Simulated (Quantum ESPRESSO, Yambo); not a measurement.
# SnSO (1T monolayer (Janus)): G0W0 with Yambo, start to end, part 2 of 2

Wanted: ground state, empty states, screening and self-energy for SnSO (1T monolayer (Janus)).

Quantum ESPRESSO 7.5 and Yambo 5.3.0; PBE and many-body steps on it, plane waves. Known limits of the many-body steps: not at the basis limit; no spin-orbit coupling.

So far. Step 3 (Bands along the symmetry lines): The gap is 0.859 eV, as in the run before at this level. Step 4 (Empty states on the mesh, 9×9×1 mesh, 96 bands): On this mesh the gap is 0.859 eV.

### 5. Conversion and set-up

This step: Yambo 5.3.0; conversion and set-up on PBE, plane waves, norm-conserving pseudopotentials.

The states are converted to the many-body program's format and the q mesh is built.

Launch:

```
$ (cd o/x.save; p2y > p2y.log; mv SAVE ../..); yambo > setup.log
```

The program printed:

```text
 Yambo, version 5.3.0

 [02] CORE Variables Setup
 =========================

  [02.01] Unit cells
  ==================

  Cell kind             :  HCP
  Atoms in the cell     :  Sn  O  S
  number of Sn atoms    :  1
  number of O  atoms    :  1
  number of S  atoms    :  1

  List of atomic masses
  Mass of Sn    :  118.7100
  Mass of O     :  15.99900
  Mass of S     :  32.06000

  List of atomic coordinates    : [cc]
  Sn1       :   0.00000   0.00000  13.60122  order 1
  O1       : -0.75841E-10   3.7852       15.387      order 2
  S1       :   3.27804   1.89258  10.69643  order 3

  Alat factors          :   6.55608   5.67773  26.45617 [a.u.]
  Direct lattice volume :  984.7952 [a.u.]
  Direct lattice vectors:  A[ 1 ]  A[ 2 ]  A[ 3 ]
   A[ 1 ]:   1.0000     -0.66566E-10   0.0000      [iru]
    6.5561     -0.37795E-09   0.0000      [cc]
   A[ 2 ]: -0.500000  1.000000  0.000000  [iru]
  -3.278040  5.677731  0.000000  [cc]
   A[ 3 ]:  0.000000  0.000000  1.000000  [iru]
    0.00000   0.00000  26.45617  [cc]

  Recip. lattice volume :  0.251880 [a.u.]
  Recip. lattice vectors:  B[ 1 ]  B[ 2 ]  B[ 3 ]
   B[ 1 ]:  1.000000  0.500000  0.000000  [iku]
   0.958375  0.553318 -0.000000  [cc]
   B[ 2 ]:  0.66566E-10   1.0000       0.0000      [iku]
   0.63795E-10   1.1066      -0.0000      [cc]
   B[ 3 ]:  0.000000  0.000000  1.000000  [iku]
  -0.000000 -0.000000  0.237494  [cc]

  [02.02] Symmetries
  ==================

  Inversion symmetry    : yes
  Spatial inversion     : no
  Inversion index       :   7
  K-space Time-reversal : yes
  Magnetic symmetries   : no
  Time-reversal derived K-space symmetries:   7  12
  Group table correct   : yes
  Symmetries units      :  [cc]

   [S  1]:   1.0000      0.44943E-26   0.0000      0.15975E-16   1.0000       0.0000       0.0000       0.0000       1.0000
   [S  2]: -0.500000  0.866025  0.000000 -0.866025 -0.500000  0.000000  0.000000  0.000000  1.000000
   [S  3]: -0.500000 -0.866025  0.000000  0.866025 -0.500000  0.000000  0.000000  0.000000  1.000000
   [S  4]:  -1.0000      0.11530E-09   0.0000      0.13313E-09   1.0000       0.0000       0.0000       0.0000       1.0000
   [S  5]:  0.500000  0.866025  0.000000  0.866025 -0.500000  0.000000  0.000000  0.000000  1.000000
   [S  6]:  0.500000 -0.866025  0.000000 -0.866025 -0.500000  0.000000  0.000000  0.000000  1.000000
   [S* 7]:  -1.0000     -0.44943E-26  -0.0000     -0.15975E-16  -1.0000      -0.0000      -0.0000      -0.0000      -1.0000
   [S* 8]:  0.500000 -0.866025 -0.000000  0.866025  0.500000 -0.000000 -0.000000 -0.000000 -1.000000
   [S* 9]:  0.500000  0.866025 -0.000000 -0.866025  0.500000 -0.000000 -0.000000 -0.000000 -1.000000
   [S*10]:   1.0000     -0.11530E-09  -0.0000     -0.13313E-09  -1.0000      -0.0000      -0.0000      -0.0000      -1.0000
   [S*11]: -0.500000 -0.866025 -0.000000 -0.866025  0.500000 -0.000000 -0.000000 -0.000000 -1.000000
[...]
WF components:  12843
  K [ 3]         [rlu]:  0.38605E-26  0.22222       0.0000
         WF components:  12855
[...]
K [ 8]         [rlu]:  0.111111  0.333333  0.000000
[...]
K [ 9]         [rlu]:  0.111111  0.444444  0.000000
[...]
K [10]         [rlu]:  0.222222  0.222222  0.000000
[...]
K [11]         [rlu]:  0.222222  0.333333  0.000000
         WF components:  12794
  K [12]         [rlu]:  0.333333  0.333333  0.000000
         WF components:  12756

  [02.05] Energies & Occupations
  ==============================

  [X] === General ===
  [X] Electronic Temperature                        :  0.000000  0.000000 [eV K]
  [X] Bosonic    Temperature                        :  0.000000  0.000000 [eV K]
  [X] Finite Temperature mode                       : no
  [X] El. density                                   :  0.23299E+24 [cm-3]
  [X] Fermi Level                                   : -0.864872 [eV]

  [X] === Gaps and Widths ===
  [X] Conduction Band Min                           :  0.859406 [eV]
  [X] Valence Band Max                              :  0.000000 [eV]
  [X] Filled Bands                                  :  17
  [X] Empty Bands                                   :   18   96
  [X] Direct Gap                                    :  0.859406 [eV]
  [X] Direct Gap localized at k                     :  1
  [X] Indirect Gap                                  :  0.859406 [eV]
  [X] Indirect Gap between kpts                     :  1  1
  [X] Last valence band width                       :  1.040354 [eV]
  [X] 1st conduction band width                     :  2.060620 [eV]

  E @ K [ 1]:  [eV]
  -129.2101  -85.0168  -84.9729  -84.9729  -21.2850  -21.2364  -21.2364  -21.1543
[...]
occ @ K [ 1]
[...]
E @ K [ 2]:  [eV]
[...]
occ @ K [ 2]
[...]
E @ K [ 3]:  [eV]
[...]
occ @ K [ 3]
[...]
E @ K [ 8]:  [eV]
[...]
occ @ K [ 8]
[...]
E @ K [ 9]:  [eV]
[...]
occ @ K [ 9]
[...]
E @ K [10]:  [eV]
[...]
occ @ K [10]
[...]
E @ K [11]:  [eV]
[...]
occ @ K [11]
[...]
E @ K [12]:  [eV]
[...]
occ @ K [12]
[...]
0.000000  0.000000  0.000000  0.000000  0.000000  0.000000  0.000000  0.000000
   0.000000  0.000000  0.000000  0.000000  0.000000  0.000000  0.000000  0.000000

 [03] Transferred momenta grid and indexing
 ==========================================

 IBZ Q-points                                      :  12
 BZ  Q-points                                      :   81

 K/Q-points units:
 rlu = crystal or reduced units; cc = cartesian coordinates; iku = interal k-units

 Q [ 1]         [rlu]:  0.000000  0.000000  0.000000
 Q [ 2]         [rlu]:  0.20495E-17  0.11111       0.0000
 Q [ 3]         [rlu]:  0.40991E-17  0.22222       0.0000
[...]
Q [ 8]         [rlu]:  0.111111  0.333333  0.000000
 Q [ 9]         [rlu]:  0.111111  0.444444  0.000000
 Q [10]         [rlu]:  0.222222  0.222222  0.000000
 Q [11]         [rlu]:  0.222222  0.333333  0.000000
 Q [12]         [rlu]:  0.333333  0.333333  0.000000

  [03.01] X indexes
  =================

   [03.01.01] Sigma indexes
   ========================

 [06] Game Over & Game summary
```

Wall time 3.4 s (1 MPI rank of Arm Neoverse V2, shared host); peak memory 0.26 GiB.

### 6. Screening and self-energy, 9×9×1 mesh, 96 bands, screening to 108.8 eV

G0W0 replaces the xc potential by the self-energy, built once from these orbitals. Only a window of levels is corrected, while the sums run over the empty bands that the input names.

This step: G0W0 on PBE, plane waves, norm-conserving pseudopotentials.

File gw1.in:

```
HF_and_locXC
gw0
dyson
ppa
em1d
rim_cut
rim_w
RandQpts= 3000000
RandGvec= 100 RL
CUTGeo= "slab z"
RandGvecW= 9 RL
EXXRLvcs= 84 Ry
VXCRLvcs= 336 Ry
Chimod= "HARTREE"
% BndsRnXp
 1 | 96 |
%
NGsBlkXp= 8 Ry
% LongDrXp
 1 | 1 | 0 |
%
% GbndRnge
 1 | 96 |
%
DysSolver= "n"
ExtendOut
PPAPntXp= 27.21138 eV
% QPkrange
 1 | 1 | 16 | 19 |
%
```

Launch:

```
$ OMP_NUM_THREADS=1 mpirun -n 4 yambo -F gw1.in -J gw1 -C gw1 > gw1.log
```

The program printed:

```text
 Yambo, version 5.3.0

 [02] CORE Variables Setup
 =========================

  [... cell, symmetries and grids as in the set-up ...]

  [02.05] Energies & Occupations
  ==============================

  [X] === General ===
  [X] Electronic Temperature                        :  0.000000  0.000000 [eV K]
  [X] Bosonic    Temperature                        :  0.000000  0.000000 [eV K]
  [X] Finite Temperature mode                       : no
  [X] El. density                                   :  0.23299E+24 [cm-3]
  [X] Fermi Level                                   : -0.864872 [eV]

  [X] === Gaps and Widths ===
  [X] Conduction Band Min                           :  0.859406 [eV]
  [X] Valence Band Max                              :  0.000000 [eV]
  [X] Filled Bands                                  :  17
  [X] Empty Bands                                   :   18   96
  [X] Direct Gap                                    :  0.859406 [eV]
  [X] Direct Gap localized at k                     :  1
  [X] Indirect Gap                                  :  0.859406 [eV]
  [X] Indirect Gap between kpts                     :  1  1
  [X] Last valence band width                       :  1.040354 [eV]
  [X] 1st conduction band width                     :  2.060620 [eV]

 [03] Transferred momenta grid and indexing
 ==========================================

 IBZ Q-points                                      :  12
 BZ  Q-points                                      :   81

 K/Q-points units:
 rlu = crystal or reduced units; cc = cartesian coordinates; iku = interal k-units

 Q [ 1]         [rlu]:  0.000000  0.000000  0.000000
 Q [ 2]         [rlu]:  0.20495E-17  0.11111       0.0000
 Q [ 3]         [rlu]:  0.40991E-17  0.22222       0.0000
 Q [ 4]         [rlu]:  0.61486E-17  0.33333       0.0000
 Q [ 5]         [rlu]:  0.81981E-17  0.44444       0.0000
 Q [ 6]         [rlu]:  0.111111  0.111111  0.000000
 Q [ 7]         [rlu]:  0.111111  0.222222  0.000000
 Q [ 8]         [rlu]:  0.111111  0.333333  0.000000
 Q [ 9]         [rlu]:  0.111111  0.444444  0.000000
 Q [10]         [rlu]:  0.222222  0.222222  0.000000
 Q [11]         [rlu]:  0.222222  0.333333  0.000000
 Q [12]         [rlu]:  0.333333  0.333333  0.000000

 [04] Coloumb potential Random Integration (RIM)
 ===============================================

 Performing RIM of v_slab

  [04.01] RIM initialization
  ==========================

  * Diagonal components only detected *

  8 x (sBL volume)        :  0.024877 [a.u.]
  sBZ random points       :  3000000
  Points outside the sBZ  :  24001124
  RL volume               :  0.251880 [a.u.]
  Integrated volume       :  0.251868 [a.u.]

  [04.02] RIM integrals
  =====================

  Gamma point sphere radius             :  0.028871 [a.u.]
  Points outside the sphere             :  2398760
  [Int_sBZ(q=0) 1/q^2]*(Vol_sBZ)^(-1/3) =:  7.161124
                                 should be <:  7.795600

  Summary of Coulomb integrals for non-metallic bands |Q|[au] RIM/Bare

  Q [1] 0.100000E-4 0.918611 * Q [2] 0.122960 0.869336
  Q [6] 0.212972 0.973455 * Q [3] 0.245919 0.988398
  Q [7] 0.325321 1.004038 * Q [4] 0.368879 1.006577
  Q [10] 0.425945 1.007406 * Q [8] 0.443337 1.007338
  Q [5] 0.491839 1.006863 * Q [11] 0.535969 1.006253
  Q [9] 0.563472 1.005833 * Q [12] 0.638917 1.004791
  Non-periodic chartesian directions : none
  Optical renormalization            :  26.45617 [au]
  Polarizability dimension           : length

 [05] Coloumb potential CutOffslab
 =================================

 Cut directionsZ
 Slab Cutoff:Z
 Symmetry test passed : yes

 [06] Dipoles
 ============

  [06.01] Setup: observables and procedures
  =========================================

 [07] Dynamic Dielectric Matrix (PPA)
 ====================================

 [WR./gw1//ndb.pp]---------------------------------------------------------------
  Brillouin Zone Q/K grids (IBZ/BZ)                :   12   81   12   81
  RL vectors                                       :  15617 [WF]
  Coulomb cutoff potential                         : slab z
  Electronic Temperature                           :  0.000000 [K]
  Bosonic    Temperature                           :  0.000000 [K]
  PPA    diel. fun.  energies                      : Perdew, Burke & Ernzerhof(X)+Perdew, Burke & Ernzerhof(C)
  wavefunctions                                    : Perdew, Burke & Ernzerhof(X)+Perdew, Burke & Ernzerhof(C)
  Global Gauge                                     : length
  X matrix size                                    :   353
  X band range                                     :    1   96
  X e/h energy range                               : -1.000000 -1.000000 [eV]
  X Time ordering                                  : R
  X Hxc Kernel                                     : HARTREE
  X Drude frequency                                :  0.000000  0.000000
  X poles                                          :  100.0000 [o/o]
  RL vectors in the sum                            :  15617
  [r,Vnl] included                                 : yes
  Field direction                                  :  0.707107E-5  0.707107E-5   0.00000
  BZ energy Double Grid                            : no
  BZ energy DbGd points                            : 0
  BZ Q point size factor                           : -1.000000
  X Optical Averaged directions                    : none

 [08] Local Exchange-Correlation + Non-Local Fock
 ================================================

 [VXC] Plane waves :  102473
 [EXS] Plane waves :  12857

 QP @ state[ 1 ] K range:  1  1
 QP @ state[ 1 ] b range:  16  19

 [xc] Functional : Perdew, Burke & Ernzerhof(X)+Perdew, Burke & Ernzerhof(C)
 [xc] LIBXC used to calculate xc functional
  PP Number of Atomic Species                      :  3
  NLCC RL compoments                               :  102473
  PP Number of Atomic Species                      :  3
  NLCC RL compoments                               :  102473

 [xc] E_xc :  -23.61471 [Ha]
      E_xc :  -47.22942 [Ry]

  Local XC kind (lXC) : Perdew, Burke & Ernzerhof(X)+Perdew, Burke & Ernzerhof(C)
  Non-Local XC kind (nlXC) : Hartree-Fock

  Corrections @ K [1] :  [eV]
 <16|nlXC|16> = -16.53562 -0.11960E-16 <16|lXC|16> = -13.88517  0.000000
 <17|nlXC|17> = -16.53562 -0.22001E-16 <17|lXC|17> = -13.88517  0.000000
 <18|nlXC|18> = -9.221522 -0.95435E-18 <18|lXC|18> = -12.45075 -0.94408E-16
 <19|nlXC|19> = -7.771224 -0.28786E-18 <19|lXC|19> = -12.19527  0.37763E-15

 [09] Dyson equation: Newton solver
 ==================================

  [09.01] RIM-W interpolation
  ===========================

  [WARNING] RIM-W works only for 2D semiconductors with slab cutoff
  Found compatible q grid: 2D
  q_min[ 1 ]:  0.11111      0.31670E-13   0.0000     [rlu]
   0.111111  0.055556  0.000000 [iku]
  q_min[ 2 ]:  0.20495E-17  0.11111       0.0000     [rlu]
   0.73963E-11  0.11111       0.0000     [iku]
  G-vectors :   9
  G-vectors loaded:   61
  Number of interpolated frequencies:  2

  Evaluating coefficients q = 0
  Evaluating coefficients q = 0

  [09.02] RIM-W integrals
  =======================

  8 x (sBL volume)        :  0.024877 [a.u.]
  sBZ random points       :  3000000
  Points outside the sBZ  :  24001124
  RL volume               :  0.251880 [a.u.]
  Integrated volume       :  0.251868 [a.u.]

  [09.03] RIM integrals
  =====================

  Comparison between head Wc = W - v averages: < Wc > [au] RIM-W/RIM

   < -Wc [Q = 1] > 0.179732E-1 0.161605E-4 * < -Wc [Q = 2] > 0.004570 0.004475
   < -Wc [Q = 3] > 0.001069 0.001056 * < -Wc [Q = 4] > 0.399482E-3 0.396079E-3
   < -Wc [Q = 5] > 0.189186E-3 0.188074E-3 * < -Wc [Q = 6] > 0.001486 0.001467
   < -Wc [Q = 7] > 0.549345E-3 0.544578E-3 * < -Wc [Q = 8] > 0.250507E-3 0.249072E-3
   < -Wc [Q = 9] > 0.131889E-3 0.131355E-3 * < -Wc [Q = 10] > 0.279723E-3 0.278237E-3
   < -Wc [Q = 11] > 0.152863E-3 0.152337E-3 * < -Wc [Q = 12] > 0.946489E-4 0.944282E-4

  Comparison between head Wc = W - v averages: < Wc > [au] RIM-W/RIM

   < -Wc [G = 1,G`=0] > 0.179732E-1 0.161605E-4 * < -Wc [G = 2,G`=0] >-0.893436E-3  0.00000
   < -Wc [G = 3,G`=0] >-0.893471E-3  0.00000 * < -Wc [G = 4,G`=0] > 0.770505E-5  0.00000
   < -Wc [G = 5,G`=0] > 0.770861E-5  0.00000 * < -Wc [G = 6,G`=0] > 0.532227E-4  0.00000
   < -Wc [G = 7,G`=0] > 0.532159E-4  0.00000 * < -Wc [G = 8,G`=0] >-0.906141E-5  0.00000
   < -Wc [G = 9,G`=0] >-0.906092E-5  0.00000

 [10] G0W0 (W PPA)
 =================

 [  GW  ] Bands range     :    1   96
 [GW/PPA] G damping       :  0.100000 [eV]

 QP @ state[ 1 ] K range:  1  1
 QP @ state[ 1 ] b range:  16  19

  Sc/G bands                                       :    1   96
  Sc/G damping                                     :  0.100000 ev
  Sc bands terminator                              : no
  Sx RL components                                 :  12857

  QP @ state[ 1 ] K range                          :  1  1
  QP @ state[ 1 ] b range                          :  16  19
  GF energies kind                                 : Perdew, Burke & Ernzerhof(X)+Perdew, Burke & Ernzerhof(C)
  GF WF`s kind                                     : Perdew, Burke & Ernzerhof(X)+Perdew, Burke & Ernzerhof(C)
  Xs energies kind                                 : Perdew, Burke & Ernzerhof(X)+Perdew, Burke & Ernzerhof(C)
  Xs WF`s kind                                     : Perdew, Burke & Ernzerhof(X)+Perdew, Burke & Ernzerhof(C)

 [14] Game Over & Game summary
```

Wall time 6.2 min (4 MPI ranks); peak memory 3.2 GiB.

This step gave:

```
G0W0 gap on the points computed              : 2.533 eV
starting gap on the mesh                     : 0.8594 eV
k of the valence top                         : 0, 0, 0
k of the conduction bottom                   : 0, 0, 0
least direct G0W0 gap on the computed points : 2.533 eV
Z at the valence top                         : 0.7781
Z at the conduction bottom                   : 0.8057
```

The gap on the mesh goes from 0.86 eV to 2.53 eV, a correction of +1.67 eV.

Limits: finite bands, cutoff and mesh; no spin-orbit coupling. v1 is the top filled band, c1 the lowest empty one. The levels before and after the correction (eV, zero at the valence-band top of each column):

|  | conduction bottom | valence top |
| --- | --- | --- |
| Kohn-Sham | 0.86 | 0.00 |
| G0W0 | 2.53 | 0.00 |

|  | level | energy (eV) |
| --- | --- | --- |
| Kohn-Sham | Γ v2-v1 | 0.000 |
| Kohn-Sham | Γ c1 | 0.859 |
| Kohn-Sham | Γ c2 | 4.594 |
| G0W0 | Γ v2-v1 | 0.000 |
| G0W0 | Γ c1 | 2.533 |
| G0W0 | Γ c2 | 6.451 |

### 7. Where the time went

Times are wall times on the hardware named with each run, good to a factor of about two.

| step | time | share | memory (GiB) |
| --- | --- | --- | --- |
| ground state | 21 s | 5 % | 0.56 |
| bands along the symmetry lines | 8.3 s | 2 % | 0.4 |
| empty states on the mesh | 27 s | 6 % | 0.73 |
| conversion and set-up | 3.4 s | 1 % | 0.26 |
| screening and self-energy | 6.2 min | 86 % | 3.2 |

### 8. Results

```
PBE gap              : 0.86 eV, direct
G0W0 gap on the mesh : 2.53 eV
GW settings          : 9×9×1 mesh, 96 bands, screening to 108.8 eV, Godby-Needs plasmon pole
known limits         : not at the basis limit; no spin-orbit coupling
```

What this shows: G0W0 moves the gap on the mesh from 0.86 eV to 2.53 eV (+1.67 eV), with Z of 0.78 and 0.81 at the edges. Only 1 of the mesh's irreducible points was corrected, so a valley elsewhere could overtake. The dearest step here is «screening and self-energy». Bands and cutoff are finite, so the gap is not at the basis limit. The miss can reach some tenths of an eV and take either sign; the mesh is an error of its own. In the G0W0 run levels were corrected at 1 k point alone, so a gap called «on the mesh» is the least over those, and an edge elsewhere would be missed. The many-body steps are scalar-relativistic: spin-orbit coupling is not in them.

[Paths, hosts, dates, memory and timing lines, banners, echoed tables and standing remarks are left out of the program output.]

[Logs are printed without paths, hosts, clocks, repeated set-up lines and the standing remarks that a program may print on its own settings, such as how far it seeks lower states.]

[Runs of the session that timed out or met a known fault of the program may be left out.]

[Hosts, paths, dates, database ids (printed as entryN), source tags and the programs' standing remarks are cut or masked in the printed files.]
